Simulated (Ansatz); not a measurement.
# Li on Pt(111): change of the work function, part 3 of 3

Wanted: Δφ(θ) for Li/Pt(111), starting from the fcc site.

Ansatz 0.2.0; plane-wave DFT, PBE, Ansatz PAW.

So far, work function, upper face (eV): step 2 (the clean slab) 5.70; step 3 (17 atoms, coverage 0.25 ML, cell 2x2) 2.55.

## 4. The covered slab, k-mesh 12×12×1, coverage 1 ML

System of this step: Li/Pt(111). The cell holds 5 atoms: 4 Pt and 1 Li. Its edges and angles: a = 2.772 Å, b = 2.772 Å, c = 27.104 Å, α = 90.0°, β = 90.0°, γ = 60.0°. Vacuum lies along c.

Another coverage, to see how the dipoles act on each other as their distance changes.

input.yaml

```yaml
crystal:
  lattice:
    - [2.7718585823, 0.0, 0.0]
    - [1.3859292911, 2.4004999479, 0.0]
    - [0.0, 0.0, 27.1038979105]
  atoms:
    - { symbol: Pt, position: [0.0, 0.0, 0.33205556] }
    - { symbol: Pt, position: [0.3333333333, 0.3333333333, 0.4155569466] }
    - { symbol: Pt, position: [0.6666666667, 0.6666666667, 0.5006649823] }
    - { symbol: Pt, position: [0.0, 0.0, 0.5868341723] }
    - { symbol: Li, position: [0.3333333333, 0.3333333333, 0.66794444] }
kpoints:
  mp_grid: { grid: [12, 12, 1] }
hamiltonian:
  xc: pbe
scf:
  occupations: { method: fermi_dirac, width: 0.1 }
  convergence: { dr2_threshold: 1.0e-08 }
efield:
  axis: 3
  dipole_correction: true
  ramp_position: 0.97
  ramp_width: 0.06
relax:
  f_tol: 0.02
  max_steps: 60
  constraints: [{ sites: [0, 1] }]
output:
  write_potential: true
  write_density: true
  volumetric_format: npy
```

On the command line:

```console
$ ansatz run input.yaml --threads 4 --pin off --max-ram 6144MiB --backend cpu --events-out ev --progress --plain --runs-dir out
```

Numbers of over 12 decimals in the logs are rounded to 6 here.

The log of the run:

```text
[...]
Crystal: 5 atoms, lattice volume = 180.345 Å³
Basis set: ecut = 420 eV, 3547 PW (Γ), exchange–correlation on 40×40×384 points (8 copies of the dense FFT grid, shifted against one another)
Bands: 45, of which v1, the nominal top of the filled ones, is band 38 counted from 1 (37 counted from 0)
Symmetry: 6 space group operations
[...]
k-points: 19 of 144 (time reversal used)
[...]
SCF iter   1: F=—  HF=-50296.570438 eV  |F-HF|=—  |Δ(HF+E_count)|=         —  Δρ=7.70e-3  dr2=2.06e0  ethr=1.77e-3  p=0.065 e·Å  D=6.50e-2 V/Å  ΔV_dip=-1.76 eV  dr2_dipole=6.03e-1  V_vac-E_F(+/−)=3.55/5.31 eV  ⟨swp⟩=8.6  Hψ=3824  notcnv=0
[...]
SCF iter  12: F=-50296.534606 eV  HF=-50296.534606 eV  |F-HF|=2.10e-9  |Δ(HF+E_count)|=   4.23e-9  Δρ=2.72e-7  dr2=3.12e-10  ethr=1.33e-11  p=0.069 e·Å  D=6.95e-2 V/Å  ΔV_dip=-1.88 eV  dr2_dipole=1.62e-14  V_vac-E_F(+/−)=3.78/5.66 eV  ⟨swp⟩=9.2  Hψ=5569  notcnv=0
SCF 1 converged in 12 iterations: F = -50296.534606 eV  dr2 = 3.12e-10
[...]
relax step   1: F+E_penalty+E_count = -50296.53460620 eV  Δ(F+E_penalty+E_count) = +0.000e0 eV  max|allowed force component| = 8.724e-1 eV/Å  Δτ_max = 0.0000 Å  (12 SCF iters, accepted)
[...]
SCF iter  12: F=-50296.583662 eV  HF=-50296.583662 eV  |F-HF|=8.37e-10  |Δ(HF+E_count)|=   1.54e-8  Δρ=6.28e-7  dr2=5.21e-9  ethr=1.33e-11  p=0.089 e·Å  D=8.89e-2 V/Å  ΔV_dip=-2.41 eV  dr2_dipole=9.44e-11  V_vac-E_F(+/−)=3.29/5.70 eV  ⟨swp⟩=8.9  Hψ=5172  notcnv=0
SCF 2 converged in 12 iterations: F = -50296.583662 eV  dr2 = 5.21e-9
relax step   2: F+E_penalty+E_count = -50296.58366185 eV  Δ(F+E_penalty+E_count) = -4.906e-2 eV  max|allowed force component| = 6.805e-1 eV/Å  Δτ_max = 0.1937 Å  (12 SCF iters, accepted)
SCF iter   1: F=—  HF=-50296.629685 eV  |F-HF|=—  |Δ(HF+E_count)|=         —  Δρ=5.00e-3  dr2=1.72e-1  ethr=2.17e-3  p=0.089 e·Å  D=8.89e-2 V/Å  ΔV_dip=-2.41 eV  dr2_dipole=4.04e-2  V_vac-E_F(+/−)=3.26/5.67 eV  ⟨swp⟩=4.1  Hψ=1813  notcnv=0  defer=11
[...]
SCF iter  11: F=-50296.621887 eV  HF=-50296.621887 eV  |F-HF|=1.81e-9  |Δ(HF+E_count)|=   7.68e-9  Δρ=6.20e-7  dr2=6.29e-9  ethr=1.33e-11  p=0.081 e·Å  D=8.16e-2 V/Å  ΔV_dip=-2.21 eV  dr2_dipole=3.09e-10  V_vac-E_F(+/−)=3.47/5.68 eV  ⟨swp⟩=9.4  Hψ=5676  notcnv=0
SCF 3 converged in 11 iterations: F = -50296.621887 eV  dr2 = 6.29e-9
relax step   3: F+E_penalty+E_count = -50296.62188706 eV  Δ(F+E_penalty+E_count) = -3.823e-2 eV  max|allowed force component| = 8.932e-2 eV/Å  Δτ_max = 0.0745 Å  (11 SCF iters, accepted)
SCF iter   1: F=—  HF=-50296.624794 eV  |F-HF|=—  |Δ(HF+E_count)|=         —  Δρ=1.67e-3  dr2=3.07e-2  ethr=4.87e-4  p=0.081 e·Å  D=8.16e-2 V/Å  ΔV_dip=-2.21 eV  dr2_dipole=9.07e-4  V_vac-E_F(+/−)=3.47/5.68 eV  ⟨swp⟩=2.5  Hψ=1452  notcnv=0  defer=10
[...]
SCF iter  10: F=-50296.622883 eV  HF=-50296.622883 eV  |F-HF|=2.26e-9  |Δ(HF+E_count)|=   1.34e-8  Δρ=4.35e-7  dr2=6.32e-10  ethr=1.33e-11  p=0.080 e·Å  D=8.02e-2 V/Å  ΔV_dip=-2.17 eV  dr2_dipole=5.98e-11  V_vac-E_F(+/−)=3.51/5.68 eV  ⟨swp⟩=9.3  Hψ=5767  notcnv=0
SCF 4 converged in 10 iterations: F = -50296.622883 eV  dr2 = 6.32e-10
relax step   4: F+E_penalty+E_count = -50296.62288284 eV  Δ(F+E_penalty+E_count) = -9.958e-4 eV  max|allowed force component| = 1.391e-2 eV/Å  Δτ_max = 0.0376 Å  (10 SCF iters, accepted)
[...]
SCF converged after 10 iterations
Free energy (F): -50296.622883 eV
[...]
Internal energy: -50296.411589 eV  (E = F + TS)
E sigma→0 (E₀):  -50296.517236 eV
Entropy (-TS):   -0.211293 eV (-42.259 meV/atom)
Fermi energy:    5.296300 eV
Dipole field:    D = 0.080152 V/Å  (p = 0.079884 e·Å, saw-weighted, corrected)
Work function:   Φ+ = 3.5095 eV   Φ− = 5.6820 eV
[...]
--- Forces (eV/Å), atoms counted from 1 ---
  atom   1  Pt     0.00000000     0.00000000    -0.50999538
  atom   2  Pt     0.00000000    -0.00000000     0.51855387
  atom   3  Pt    -0.00000000    -0.00000000     0.01195095
  atom   4  Pt    -0.00000000    -0.00000000    -0.00658030
  atom   5  Li    -0.00000000    -0.00000000    -0.01391170
  max |Σ_I F_I| component: 1.74e-5 eV/Å
--- Band table (eV; the first three rows and the last of 19) ---
  k-point 0: bands = [... 34 lower, 3.8205, 4.0865, 4.0865, 4.6384, 4.6384, 4.9668, 5.2049, 5.2049, ... 3 higher]
  k-point 1: bands = [... 34 lower, 3.6918, 4.0459, 4.0819, 4.3253, 4.6380, 4.8372, 5.2162, 5.5893, ... 3 higher]
  k-point 2: bands = [... 34 lower, 3.5293, 3.6766, 4.0294, 4.4566, 4.6216, 5.2395, 5.2827, 6.4725, ... 3 higher]
  k-point 18: bands = [... 34 lower, 4.8747, 4.9278, 5.0203, 8.4314, 9.0951, 10.2615, 10.3602, 10.5205, ... 3 higher]
--- Relaxed structure (4 steps of the walk, 4 accepted, 0 SCFs on fresh bases) ---
  F+E_penalty+E_count = -50296.62288284 eV   max|allowed force component| = 1.391e-2 eV/Å
  atoms:
[...]
- { symbol: Pt, position: [0.333333, 0.333333, 0.415557] }
    - { symbol: Pt, position: [0.666667, 0.666667, 0.501629] }
[...]
- { symbol: Li, position: [0.333333, 0.333333, 0.663502] }
```

Wall time 8.1 s (4 threads of Intel Xeon Platinum 8559C (Emerald Rapids), shared host); peak memory 0.63 GiB; 31 s of CPU time.

Relaxation path:

```csv
step,energy less that of the first step (eV),largest force component (eV/Å)
1,0.0000,0.8724
2,-0.0491,0.6805
3,-0.0873,0.0893
4,-0.0883,0.0139
```

The run keeps the 6 symmetry operations that it works with, so distortions that break them were not tested.

The atoms that moved most (Å):

```csv
atom,dx,dy,dz,length
Li5,0.000,0.000,-0.120,0.120
Pt4,0.000,0.000,0.107,0.107
Pt3,0.000,0.000,0.026,0.026
```

Final coordinates:

```cif
data_structure
_symmetry_space_group_name_H-M 'P 1'
_symmetry_Int_Tables_number 1
_cell_length_a 2.7719
_cell_length_b 2.7719
_cell_length_c 27.1039
_cell_angle_alpha 90.000
_cell_angle_beta 90.000
_cell_angle_gamma 60.000
_cell_volume 180.35
loop_
_atom_site_label
_atom_site_type_symbol
_atom_site_fract_x
_atom_site_fract_y
_atom_site_fract_z
_atom_site_occupancy
Pt1 Pt 0.00000 0.00000 0.33206 1
Pt2 Pt 0.33333 0.33333 0.41556 1
Pt3 Pt 0.66667 0.66667 0.50163 1
Pt4 Pt 0.00000 0.00000 0.59080 1
Li5 Li 0.33333 0.33333 0.66350 1
```

Numbers from this step:

```
energy at zero smearing        : -50296.5172 eV
work function, upper face      : 3.510 eV
work function, lower face      : 5.682 eV
dipole along the normal        : 0.07988 e·Å
step between the vacuum levels : -2.172 eV
```

Running mean over 2.263 Å of the planar mean; the ramp of the sawtooth is left out. The electron's electrostatic potential energy less the Fermi level by z:

```csv
z (Å),electron's electrostatic potential energy less the Fermi level (eV)
3.5,5.68
4.0,5.68
4.5,5.68
5.0,5.68
5.5,5.67
6.0,5.62
6.5,5.43
7.0,4.60
7.5,1.22
8.0,-4.96
8.5,-9.97
9.0,-11.6
9.5,-11.9
10.0,-12.0
10.5,-12.1
11.0,-12.1
11.5,-12.0
12.0,-11.5
12.5,-11.3
13.0,-11.6
13.5,-11.9
14.0,-11.6
14.5,-10.5
15.0,-10.3
15.5,-11.3
16.0,-11.9
16.5,-11.4
17.0,-8.71
17.5,-4.47
18.0,-2.10
18.5,-1.56
19.0,-0.293
19.5,1.57
20.0,2.64
20.5,3.14
21.0,3.36
21.5,3.45
22.0,3.49
22.5,3.50
23.0,3.51
23.5,3.51
```

The relaxation took 4 steps and lowered the energy by 0.088 eV; the largest force on the free atoms ends at 0.014 eV/Å.

The covered face has 3.51 eV, -2.19 eV against the clean one; the bare back face has moved by +0.01 eV, a measure of how thin the slab is.

## 5. Work function against coverage

This step: plane-wave DFT, PBE, Ansatz PAW; work function against coverage (Ansatz 0.2.0).

The runs are now put side by side.

Numbers from this step:

* work function of the clean face: 5.703 eV
* largest change of the work function: -3.157 eV

The work function of the covered face by coverage:

```csv
coverage (adsorbates/nm²),work function of the covered face (eV)
0.00,5.70
3.76,2.55
15.03,3.51
```

The dipole per adsorbate comes from the change of the cell's dipole. Coverage, by row:

```csv
coverage (1/nm²),coverage (ML),work function (eV),change (eV),"dipole per adsorbate, positive end outwards (debye)",mean height of the added atoms over the highest substrate atom (Å)
3.757,0.25,2.546,-3.157,2.214,1.932
15.03,1,3.51,-2.193,0.389,1.971
```

## 6. Outcome

```yaml
work_function_of_the_clean_face: 5.70 eV
work_function_at_0p25_ml: 2.55 eV
work_function_at_1_ml: 3.51 eV
dipole_per_adsorbate_at_0p25_ml_positive_end_outwards: 2.21 D
```

In words: Li lowers the work function of Pt(111) at the lowest coverage, by 3.16 eV: the adsorbate layer has its positive end outwards. The slab has 4 layers, at the tabulated experimental lattice constant, one starting site was run, and quantum-size effects of a slab this thin can reach one or two tenths of an eV.

[Logs are printed without paths, hosts, clocks, repeated set-up lines and the standing remarks that a program may print on its own settings, such as how far it seeks lower states.]

[Hosts, paths, dates, database ids (printed as entryN), source tags and the programs' standing remarks are cut or masked in the printed files.]

[Maps of the electrostatic potential energy from Ansatz leave out the sawtooth potential of an applied field or a dipole correction, so their vacuum need not be flat; planar profiles and work functions include it.]
